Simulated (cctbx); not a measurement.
**Lattice, Laue class and space group of a new crystal**

Cell: a = 5.3260 Å, b = 10.1500 Å, c = 15.2040 Å, α = 90.00°, β = 90.00°, γ = 90.00°. Expected content of the cell: Hg20 Ba6 Al2.

Simulated single-crystal data (cctbx): Mo Kα, λ = 0.71073 Å, to d = 0.7 Å, 95 % of the full sphere, strongest reflection 70000 counts, noise from counting, a 2 % proportional error and a noise floor of 8 counts (s.d.); no absorption.

Tests on the unmerged data give:

```text
9505 reflections to d = 0.700 A
centring   violations  <I/sigma> of those
    A       2085 of  4766     11.1
    B       2057 of  4722     10.7
    C       2080 of  4752     11.1
    I          0 of  4736      0.0
    R       2728 of  6344     10.7
    F       3111 of  7120     11.0
Laue class    unique    Rint  (classes that these axes allow; Friedel mates merged)
I 1 2/m 1        1328   0.019
I 1 1 2/m        1308   0.020
I 2/m 1 1        1385   0.019
I m m m           751   0.021
space group    extra absences  I>4sigma  <I/sigma>
I 2 2 2                 0          0         -  acentric
I 21 21 21              0          0         -  acentric
I m m 2                 0          0         -  acentric
I 2 m m                 0          0         -  acentric
I m 2 m                 0          0         -  acentric
I m m m                 0          0         -  centric
Wilson B = 0.91 A^2   <|E^2-1|> = 0.850 (0.968 centric, 0.736 acentric)   E^2>4: 1.5 %
shell (A)         n   <I/sigma>
 8.44 - 1.40    110     61.5
 1.40 - 1.11     96     53.1
 1.11 - 0.97     97     58.9
 0.97 - 0.88     87     45.6
 0.88 - 0.82     91     49.8
 0.82 - 0.77     87     45.0
 0.77 - 0.73     88     43.0
 0.73 - 0.70     95     42.6
```

**Question.** What are the lattice type, the Laue class and the likely space group?

The reflections that I centring forbids are absent (⟨I/σ⟩ near 0), so the lattice is I.

Rint stays low (0.019 to 0.021) up to I m m m, the highest class in these axes.

6 settings pass the absence test. No glide or screw absences show, which leaves I 2 2 2, I 21 21 21, I m m 2, I 2 m m, I m 2 m and I m m m.

⟨|E²−1|⟩ = 0.850 lies between the two ideal values. The Wilson B of 0.91 Å² means U ≈ 0.0115 Å².

The true group is Immm (no. 71), Laue class mmm, centrosymmetric. The tables only narrow the choice to the tied entries; cell content, site symmetry and trial solutions must settle it.

The model was made for the exercise: a known structure type with other elements put in, its volume estimated, not relaxed; displacement parameters are assumed.

[Logs are printed without paths, hosts, clocks, repeated set-up lines and the standing remarks that a program may print on its own settings, such as how far it seeks lower states.]
